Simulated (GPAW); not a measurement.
## Geometry or basis: what sets the conductance of C2 in line between two Li chains

Aim: the conductance of C2 in line between two Li chains after relaxation, and whether geometry, basis or functional moves it most.

Main program and level: GPAW 26.7.0; GPAW LCAO, PAW setups; relaxation of the junction within the symmetry of its start, lead ends held, in the first sound run; inputs show where later runs differ.

## (1) Starting point

The cell holds 14 atoms: 12 Li and 2 C. Cell: a = 9.000 Å, b = 9.000 Å, c = 37.637 Å, α = 90.0°, β = 90.0°, γ = 90.0°. Regions: left lead, 6 atoms (6 Li); channel, 2 atoms (2 C); right lead, 6 atoms (6 Li). Vacuum lies along a and b. The structure is stacked along c, and the current runs across the ab planes.

As a file:

```cif
data_structure
_symmetry_space_group_name_H-M 'P 1'
_symmetry_Int_Tables_number 1
_cell_length_a 9.0000
_cell_length_b 9.0000
_cell_length_c 37.6374
_cell_angle_alpha 90.000
_cell_angle_beta 90.000
_cell_angle_gamma 90.000
_cell_volume 3048.63
loop_
_atom_site_label
_atom_site_type_symbol
_atom_site_fract_x
_atom_site_fract_y
_atom_site_fract_z
_atom_site_occupancy
Li1 Li 0.50000 0.50000 0.03919 1
Li2 Li 0.50000 0.50000 0.11757 1
Li3 Li 0.50000 0.50000 0.19595 1
Li4 Li 0.50000 0.50000 0.27433 1
Li5 Li 0.50000 0.50000 0.35271 1
Li6 Li 0.50000 0.50000 0.43109 1
C7 C 0.50000 0.50000 0.48353 1
C8 C 0.50000 0.50000 0.51647 1
Li9 Li 0.50000 0.50000 0.56891 1
Li10 Li 0.50000 0.50000 0.64729 1
Li11 Li 0.50000 0.50000 0.72567 1
Li12 Li 0.50000 0.50000 0.80405 1
Li13 Li 0.50000 0.50000 0.88243 1
Li14 Li 0.50000 0.50000 0.96081 1
```

## (2) Relaxing the atoms

Transmission follows bond lengths closely, so the atoms between the held lead ends are relaxed first, within whatever symmetry the start has.

run.py

```python
import json
from ase import Atoms
from ase.constraints import FixAtoms
from ase.optimize import BFGS
from gpaw import GPAW, FermiDirac

device = Atoms(
    ['Li', 'Li', 'Li', 'Li', 'Li', 'Li', 'C', 'C', 'Li', 'Li', 'Li', 'Li', 'Li', 'Li'],
    positions=[
        [4.50000, 4.50000, 1.47500],
        [4.50000, 4.50000, 4.42500],
        [4.50000, 4.50000, 7.37500],
        [4.50000, 4.50000, 10.32500],
        [4.50000, 4.50000, 13.27500],
        [4.50000, 4.50000, 16.22500],
        [4.50000, 4.50000, 18.19870],
        [4.50000, 4.50000, 19.43870],
        [4.50000, 4.50000, 21.41240],
        [4.50000, 4.50000, 24.36240],
        [4.50000, 4.50000, 27.31240],
        [4.50000, 4.50000, 30.26240],
        [4.50000, 4.50000, 33.21240],
        [4.50000, 4.50000, 36.16240]],
    cell=[[9.0, 0.0, 0.0], [0.0, 9.0, 0.0], [0.0, 0.0, 37.6374]],
    pbc=True)

device.set_constraint(FixAtoms([0, 1, 2, 3, 4, 9, 10, 11, 12, 13]))
device.calc = GPAW(mode='lcao', basis='dzp', xc='PBE', h=0.18,
                   kpts={'size': (1, 1, 2), 'gamma': True},
                   symmetry={'tolerance': 1e-3, 'extra_ids': [1, 1, 1, 1, 1, 0, 0, 0, 0, 1, 1, 1, 1, 1]},
                   occupations=FermiDirac(0.1), maxiter=250,
                   mixer=dict(beta=0.1, nmaxold=8, weight=100.0),
                   convergence=dict(density=0.0001), txt='relax.txt')
path = []
opt = BFGS(device, maxstep=0.15)
opt.attach(lambda: path.append((device.get_potential_energy(), device.positions.tolist(), device.get_forces().tolist())))
relaxed = bool(opt.run(fmax=0.05, steps=50))
json.dump(dict(relaxed=relaxed, path=path, positions=device.positions.tolist(), moments=device.get_magnetic_moments().tolist(),
               forces=device.get_forces(apply_constraint=False).tolist()), open('result.json', 'w'))
```

Started as:

```
> OMP_NUM_THREADS=1 OPENBLAS_NUM_THREADS=1 python run.py
```

Output:

```text
Step          Energy          fmax
BFGS:    0      -24.282582        3.445230
BFGS:    1      -24.230631        3.940382
BFGS:    2      -24.351383        0.534711
BFGS:    3      -24.355434        0.256819
BFGS:    4      -24.357955        0.218022
BFGS:    5      -24.363698        0.161084
BFGS:    6      -24.363863        0.032904
```

Run time: 3.4 min. Hardware: 1 thread of Arm Neoverse V2, shared host; peak memory 1.4 GiB.

Step by step:

```tsv
step	energy less that of the first step (eV)	largest force (eV/Å)
1	0.0000	3.4452
2	0.0570	3.9404
3	-0.0665	0.5347
4	-0.0713	0.2568
5	-0.0742	0.2180
6	-0.0816	0.1611
7	-0.0819	0.0329
```

The atoms that moved most (Å):

```tsv
atom	dx	dy	dz	length
Li9	0.000	0.000	-0.044	0.044
Li6	0.000	0.000	0.044	0.044
C7	0.000	0.000	-0.017	0.017
C8	0.000	0.000	0.017	0.017
```

The relaxation lowered the energy of the cell by 0.0819 eV (energies extrapolated to zero smearing; the optimiser's log prints free energies). The largest force left on a free atom is 0.033 eV/Å.

## (3) GPAW, dzp

The script solves lead and junction separately, takes H and S in the orbital basis, and joins semi-infinite leads through their self-energies; the dzp basis is the working standard.

This step: GPAW LCAO, PAW setups; Landauer transmission from Green's functions with principal layers (ASE), zero bias (GPAW 26.7.0).

run.py

```python
import json
import numpy as np
from ase import Atoms
from ase.transport.calculators import TransportCalculator
from gpaw import GPAW, FermiDirac
from gpaw.lcao.tools import get_lcao_hamiltonian
from scipy.linalg import eigh

# The junction with lead layers at both ends, along the third cell vector
device = Atoms(
    ['Li', 'Li', 'Li', 'Li', 'Li', 'Li', 'C', 'C', 'Li', 'Li', 'Li', 'Li', 'Li', 'Li'],
    positions=[
        [4.50000, 4.50000, 1.47500],
        [4.50000, 4.50000, 4.42500],
        [4.50000, 4.50000, 7.37500],
        [4.50000, 4.50000, 10.32500],
        [4.50000, 4.50000, 13.27500],
        [4.50000, 4.50000, 16.26929],
        [4.50000, 4.50000, 18.18141],
        [4.50000, 4.50000, 19.45599],
        [4.50000, 4.50000, 21.36811],
        [4.50000, 4.50000, 24.36240],
        [4.50000, 4.50000, 27.31240],
        [4.50000, 4.50000, 30.26240],
        [4.50000, 4.50000, 33.21240],
        [4.50000, 4.50000, 36.16240]],
    cell=[[9.0, 0.0, 0.0], [0.0, 9.0, 0.0], [0.0, 0.0, 37.6374]],
    pbc=True)

# One principal layer of the lead: the first 3 atoms of the device
lead = Atoms(
    ['Li', 'Li', 'Li'],
    positions=[
        [4.50000, 4.50000, 1.47500],
        [4.50000, 4.50000, 4.42500],
        [4.50000, 4.50000, 7.37500]],
    cell=[[9.0, 0.0, 0.0], [0.0, 9.0, 0.0], [0.0, 0.0, 8.85]],
    pbc=True)

settings = dict(mode='lcao', basis='dzp', xc='PBE', h=0.2,
                occupations=FermiDirac(0.1), maxiter=250,
                mixer=dict(beta=0.1, nmaxold=8, weight=100.0),
                convergence=dict(density=0.0001))
energies = np.arange(-2, 2 + 1e-9, 0.025)
eta = 0.0001
n1, n2 = 1, 1
# k and -k transmit alike, so half of the mesh across the current serves
mesh = [(i, j) for i in range(n1) for j in range(n2) if (i, j) <= (-i % n1, -j % n2)]
weights = np.array([1 if (i, j) == (-i % n1, -j % n2) else 2 for i, j in mesh]) / (n1 * n2)

# [... helper functions left out ...]
fermi_lead = ground_state(lead, (1, 1, 13), 'lead.txt')
fermi_device = ground_state(device, (1, 1, 2), 'device.txt')
# [... loop over the mesh left out, but for ...]
        # Shift the lead onto the potential of the device's first layer
        shift = ((H[:, 0, 0] - H0[:, 0, 0]) / S0[0, 0]).real.mean()
# [...]
kT = 8.617333e-5 * 300
bias = [0.1, 0.2, 0.5, 1.0, 1.5, 2.0]
# [... integrals and printing left out ...]
```

Output:

```text
basis functions: device 86, principal layer 15
Fermi level: lead -2.7382 eV, device -2.9645 eV; lead shifted by 0.0005 eV
largest coupling past the next layer 1.28e-08 eV, largest misfit of the first layer 0.018 eV
  E-E_F (eV)   T (one spin)  channels
    -2.000    7.6666e-18    0.0000
    -1.975    7.5666e-18    0.0000
    -1.950    7.4642e-18    0.0000
    -1.925    7.3596e-18    0.0000
    -1.900    7.2527e-18    0.0000
    -1.875    7.1438e-18    0.0000
    -1.850    7.0328e-18    0.0000
    -1.825    6.9198e-18    0.0000
    -1.800    6.8048e-18    0.0000
    -1.775    6.6879e-18    0.0000
    -1.750    6.5692e-18    0.0000
    -1.725    6.4487e-18    0.0000
    -1.700    6.3264e-18    0.0000
    -1.675    6.2024e-18    0.0000
    -1.650    6.0768e-18    0.0000
    -1.625    5.9495e-18    0.0000
[...]
1.825    1.6217e-02    1.0000
     1.850    1.6277e-02    1.0000
     1.875    1.6301e-02    1.0000
     1.900    1.6285e-02    1.0000
     1.925    1.6224e-02    1.0000
     1.950    1.6112e-02    1.0000
     1.975    1.5944e-02    1.0000
     2.000    1.5712e-02    1.0000
conductance at 300 K: 0.0079168 G0 a cell; thermopower 12.82 uV/K
current from the zero-bias T(E) at 0.1 V: 0.061335 uA
current from the zero-bias T(E) at 0.2 V: 0.12261 uA
current from the zero-bias T(E) at 0.5 V: 0.303 uA
current from the zero-bias T(E) at 1.0 V: 0.57552 uA
current from the zero-bias T(E) at 1.5 V: 0.82917 uA
current from the zero-bias T(E) at 2.0 V: 0.98604 uA
```

Wall time 37 s (1 thread); peak memory 1.1 GiB.

Numbers from this step:

| Quantity | Value |
| --- | --- |
| conductance | 0.007917 G₀ |
| thermopower | 12.82 μV/K |
| largest coupling past the next principal layer | 1.28e-8 eV |
| largest misfit of the first principal layer | 0.01827 eV |
| shift that aligns the lead | 5.38e-4 eV |
| basis functions of the junction | 86 |
| basis functions of a principal layer | 15 |
| transmission at the Fermi level (one spin) | 0.007918 |
| open channels of the lead at the Fermi level (one spin) | 1 |

One spin. Transmission, zone mean against energy, zero at the Fermi level:

energy (eV), transmission, zone mean and a bar:
```
   -2.000     0.0000 
   -1.800     0.0000 
   -1.600     0.0000 
   -1.400     0.0000 
   -1.200     0.0000 
   -1.000     0.0000 
   -0.800     0.0000 
   -0.750     0.0093 #################
   -0.600     0.0076 ##############
   -0.400     0.0088 ################
   -0.200     0.0099 ##################
    0.000     0.0079 ###############
    0.200     0.0056 ##########
    0.400     0.0050 #########
    0.600     0.0056 ##########
    0.800     0.0069 #############
    1.000     0.0084 ###############
    1.200     0.0102 ###################
    1.400     0.0124 #######################
    1.600     0.0146 ###########################
    1.800     0.0161 ##############################
    1.875     0.0163 ##############################
    2.000     0.0157 #############################
```

Crossings of the lead's bands, unfolded to its shortest repeat. Open channels, zone mean against energy, zero at the Fermi level:

energy (eV), open channels, zone mean and a bar:
```
   -0.800       0.00 
   -0.600       1.00 ##############################
   -0.400       1.00 ##############################
   -0.200       1.00 ##############################
    0.000       1.00 ##############################
    0.200       1.00 ##############################
    0.400       1.00 ##############################
    0.600       1.00 ##############################
    0.800       1.00 ##############################
    1.000       1.00 ##############################
    1.200       1.00 ##############################
    1.400       1.00 ##############################
    1.600       1.00 ##############################
    1.800       1.00 ##############################
    2.000       1.00 ##############################
```

Not self-consistent under bias; the bias window is split evenly. The current through one cell, from the zero-bias transmission by bias:

```tsv
bias (V)	current through one cell, from the zero-bias transmission (μA)
0.100	0.0613
0.200	0.123
0.500	0.303
1.000	0.576
1.500	0.829
2.000	0.986
```

The transmission of the three most open eigenchannels by energy, zero at the Fermi level:

```tsv
energy (eV)	channel 1	channel 2 = channel 3
-0.800	3.5e-10	0
-0.700	0.00756	0
-0.600	0.00764	0
-0.500	0.00814	0
-0.400	0.00876	0
-0.300	0.00952	0
-0.200	0.00991	0
-0.100	0.00929	0
0.000	0.00792	0
0.100	0.00654	0
0.200	0.00559	0
0.300	0.00510	0
0.400	0.00500	0
0.500	0.00520	0
0.600	0.00562	0
0.700	0.00619	0
0.800	0.00686	0
0.900	0.00760	0
1.000	0.00839	0
1.100	0.00926	0
1.200	0.0102	0
1.300	0.0112	0
1.400	0.0124	0
1.500	0.0135	0
1.600	0.0146	0
1.700	0.0155	0
1.800	0.0161	0
1.900	0.0163	0
2.000	0.0157	0
```

Couplings past the next layer reach 1.3e-8 eV, small enough to drop; the matrix elements of the cell's first layer differ from the bulk lead's by up to 0.018 eV. That layer keeps its own values in the calculation, and only beyond it is the lead taken as perfect. The Fermi levels of lead and junction count from different zeros of potential, one for each periodic cell; with both set to zero, the small remaining shift is what aligns them. By hand: G = 0.007917 × 77.48 μS = 0.613 μS, a resistance of 1630 kΩ; at 0.1 V a linear junction would pass 0.0613 μA, and the integral over the bias window gives 0.0613 μA. Mott's formula, S = -(π²/3)(k_B²T/e) d ln T/dE, has the prefactor 7.33 μV/K·eV at 300 K; T = 0.008289 at -0.025 eV and 0.007548 at 0.025 eV give a slope of -1.87 per eV and S = 13.7 μV/K, beside 12.8 μV/K from the thermal integral, which interpolates the same grid.

## (4) Single-zeta polarised basis

The second zeta is dropped, the polarisation orbitals stay.

run.py: that of step 3 with these lines changed.

```diff
@@ -39,3 +39,3 @@
 
-settings = dict(mode='lcao', basis='dzp', xc='PBE', h=0.2,
+settings = dict(mode='lcao', basis='szp(dzp)', xc='PBE', h=0.2,
                 occupations=FermiDirac(0.1), maxiter=250,
```

Output:

```text
basis functions: device 66, principal layer 12
Fermi level: lead -2.8434 eV, device -3.0842 eV; lead shifted by 0.0005 eV
largest coupling past the next layer 1.26e-08 eV, largest misfit of the first layer 0.020 eV
  E-E_F (eV)   T (one spin)  channels
    -2.000    1.7772e-24    0.0000
    -1.975    1.6014e-24    0.0000
    -1.950    1.4291e-24    0.0000
    -1.925    1.2618e-24    0.0000
    -1.900    1.1012e-24    0.0000
    -1.875    9.4849e-25    0.0000
    -1.850    8.0490e-25    0.0000
    -1.825    6.7143e-25    0.0000
    -1.800    5.4888e-25    0.0000
    -1.775    4.3788e-25    0.0000
    -1.750    3.3881e-25    0.0000
    -1.725    2.5179e-25    0.0000
    -1.700    1.7665e-25    0.0000
    -1.675    1.1286e-25    0.0000
    -1.650    5.9455e-26    0.0000
    -1.625    1.4955e-26    0.0000
[...]
1.825    2.9075e-02    1.0000
     1.850    2.9201e-02    1.0000
     1.875    2.9260e-02    1.0000
     1.900    2.9243e-02    1.0000
     1.925    2.9140e-02    1.0000
     1.950    2.8937e-02    1.0000
     1.975    2.8622e-02    1.0000
     2.000    2.8177e-02    1.0000
conductance at 300 K: 0.0092489 G0 a cell; thermopower 9.114 uV/K
current from the zero-bias T(E) at 0.1 V: 0.071617 uA
current from the zero-bias T(E) at 0.2 V: 0.14295 uA
current from the zero-bias T(E) at 0.5 V: 0.35129 uA
current from the zero-bias T(E) at 1.0 V: 0.68306 uA
current from the zero-bias T(E) at 1.5 V: 1.6149 uA
current from the zero-bias T(E) at 2.0 V: 1.927 uA
```

Elapsed: 35 s, on 1 thread; peak memory 1 GiB.

Numbers from this step:

```
conductance                                    : 0.009249 G₀
thermopower                                    : 9.114 μV/K
largest coupling past the next principal layer : 1.26e-8 eV
largest misfit of the first principal layer    : 0.02031 eV
shift that aligns the lead                     : 5.19e-4 eV
basis functions of the junction                : 66
basis functions of a principal layer           : 12
transmission at the Fermi level (one spin)     : 0.009264
```

One spin. Table of transmission, zone mean by energy, zero at the Fermi level:

```tsv
energy (eV)	transmission, zone mean
-2.000	0
-1.900	0
-1.800	0
-1.700	0
-1.600	0
-1.500	0
-1.400	0
-1.300	0
-1.200	0
-1.100	0
-1.000	0
-0.900	0
-0.800	0
-0.700	0.323
-0.600	0.0148
-0.500	0.0100
-0.400	0.00942
-0.300	0.00993
-0.200	0.0106
-0.100	0.0103
0.000	0.00926
0.100	0.00806
0.200	0.00726
0.300	0.00699
0.400	0.00721
0.500	0.00785
0.600	0.00883
0.700	0.0101
0.800	0.0115
0.900	0.0130
1.000	0.0146
1.100	0.0163
1.200	0.0181
1.300	0.0200
1.400	0.0220
1.500	0.0240
1.600	0.0260
1.700	0.0277
1.800	0.0289
1.900	0.0292
2.000	0.0282
```

Crossings of the lead's bands, unfolded to its shortest repeat. The open channels, zone mean by energy, zero at the Fermi level:

```tsv
energy (eV)	open channels, zone mean
-0.800	0
-0.700	1
-0.600	1
-0.500	1
-0.400	1
-0.300	1
-0.200	1
-0.100	1
0.000	1
0.100	1
0.200	1
0.300	1
0.400	1
0.500	1
0.600	1
0.700	1
0.800	1
0.900	1
1.000	1
1.100	1
1.200	1
1.300	1
1.400	1
1.500	1
1.600	1
1.700	1
1.800	1
1.900	1
2.000	1
```

Not self-consistent under bias; the bias window is split evenly. The current through one cell, from the zero-bias transmission by bias:

```tsv
bias (V)	current through one cell, from the zero-bias transmission (μA)
0.100	0.0716
0.200	0.143
0.500	0.351
1.000	0.683
1.500	1.61
2.000	1.93
```

Transmission of the three most open eigenchannels against energy, zero at the Fermi level:

```tsv
energy (eV)	channel 1	channel 2 = channel 3
-0.800	0	0
-0.700	0.323	0
-0.600	0.0148	0
-0.500	0.0100	0
-0.400	0.00942	0
-0.300	0.00993	0
-0.200	0.0106	0
-0.100	0.0103	0
0.000	0.00926	0
0.100	0.00806	0
0.200	0.00726	0
0.300	0.00699	0
0.400	0.00721	0
0.500	0.00785	0
0.600	0.00883	0
0.700	0.0101	0
0.800	0.0115	0
0.900	0.0130	0
1.000	0.0146	0
1.100	0.0163	0
1.200	0.0181	0
1.300	0.0200	0
1.400	0.0220	0
1.500	0.0240	0
1.600	0.0260	0
1.700	0.0277	0
1.800	0.0289	0
1.900	0.0292	0
2.000	0.0282	0
```

The conductance, 0.00925 G₀, lies 17 % above that of the dzp run.

## (5) Minimal basis

One function for each valence shell of the setup, as for a first survey of a large system.

run.py: that of step 4 with these lines changed.

```diff
@@ -39,3 +39,3 @@
 
-settings = dict(mode='lcao', basis='szp(dzp)', xc='PBE', h=0.2,
+settings = dict(mode='lcao', basis='sz(dzp)', xc='PBE', h=0.2,
                 occupations=FermiDirac(0.1), maxiter=250,
```

Output:

```text
basis functions: device 20, principal layer 3
Fermi level: lead -2.6879 eV, device -2.9223 eV; lead shifted by -0.0032 eV
largest coupling past the next layer 1.25e-08 eV, largest misfit of the first layer 0.010 eV
  E-E_F (eV)   T (one spin)  channels
    -2.000    5.8339e-25    0.0000
    -1.975    3.0566e-26    0.0000
    -1.950   -5.1408e-25    0.0000
[...]
1.975    2.1279e-02    1.0000
     2.000    2.1350e-02    1.0000
conductance at 300 K: 0.031685 G0 a cell; thermopower 12.58 uV/K
current from the zero-bias T(E) at 0.1 V: 0.24559 uA
current from the zero-bias T(E) at 0.2 V: 0.49168 uA
current from the zero-bias T(E) at 0.5 V: 1.2337 uA
current from the zero-bias T(E) at 1.0 V: 2.4923 uA
current from the zero-bias T(E) at 1.5 V: 4.6178 uA
current from the zero-bias T(E) at 2.0 V: 9.8319 uA
```

The job ended after 28 s (1 thread; peak memory 0.99 GiB).

Numbers from this step:

```yaml
conductance: 0.03169 G₀
thermopower: 12.58 μV/K
largest_coupling_past_the_next_principal_layer: 1.25e-8 eV
largest_misfit_of_the_first_principal_layer: 0.01030 eV
shift_that_aligns_the_lead: -0.003229 eV
basis_functions_of_the_junction: 20
basis_functions_of_a_principal_layer: 3
transmission_at_the_fermi_level_one_spin: 0.03165
```

The conductance, 0.0317 G₀, lies 300 % above that of the dzp run.

## (6) revPBE in the dzp basis: xc = "revPBE"

Back in the dzp basis, the functional changes from PBE to revPBE, to set the spread between functionals beside that between bases.

run.py: that of step 5 with these lines changed.

```diff
@@ -39,3 +39,3 @@
 
-settings = dict(mode='lcao', basis='sz(dzp)', xc='PBE', h=0.2,
+settings = dict(mode='lcao', basis='dzp', xc='revPBE', h=0.2,
                 occupations=FermiDirac(0.1), maxiter=250,
```

Output:

```text
basis functions: device 86, principal layer 15
Fermi level: lead -2.6982 eV, device -2.9200 eV; lead shifted by 0.0005 eV
largest coupling past the next layer 1.32e-08 eV, largest misfit of the first layer 0.019 eV
  E-E_F (eV)   T (one spin)  channels
    -2.000    7.9291e-18    0.0000
    -1.975    7.8235e-18    0.0000
    -1.950    7.7157e-18    0.0000
[...]
1.975    1.6383e-02    1.0000
     2.000    1.6274e-02    1.0000
conductance at 300 K: 0.0071257 G0 a cell; thermopower 13.74 uV/K
current from the zero-bias T(E) at 0.1 V: 0.055234 uA
current from the zero-bias T(E) at 0.2 V: 0.11057 uA
current from the zero-bias T(E) at 0.5 V: 0.27546 uA
current from the zero-bias T(E) at 1.0 V: 0.53057 uA
current from the zero-bias T(E) at 1.5 V: 0.82762 uA
current from the zero-bias T(E) at 2.0 V: 1.0478 uA
```

Elapsed: 36 s, on 1 thread; peak memory 1.1 GiB.

This step gave:

| Item | Value |
| --- | --- |
| conductance | 0.007126 G₀ |
| thermopower | 13.74 μV/K |
| largest coupling past the next principal layer | 1.32e-8 eV |
| largest misfit of the first principal layer | 0.01932 eV |
| shift that aligns the lead | 4.70e-4 eV |
| basis functions of the junction | 86 |
| basis functions of a principal layer | 15 |
| transmission at the Fermi level (one spin) | 0.007116 |

The conductance, 0.00713 G₀, lies 10 % below that of the dzp run.

[end of part 1 of 2]

[Logs are printed without paths, hosts, clocks, repeated set-up lines and the standing remarks that a program may print on its own settings, such as how far it seeks lower states.]

[Hosts, paths, dates, database ids (printed as entryN), source tags and the programs' standing remarks are cut or masked in the printed files.]
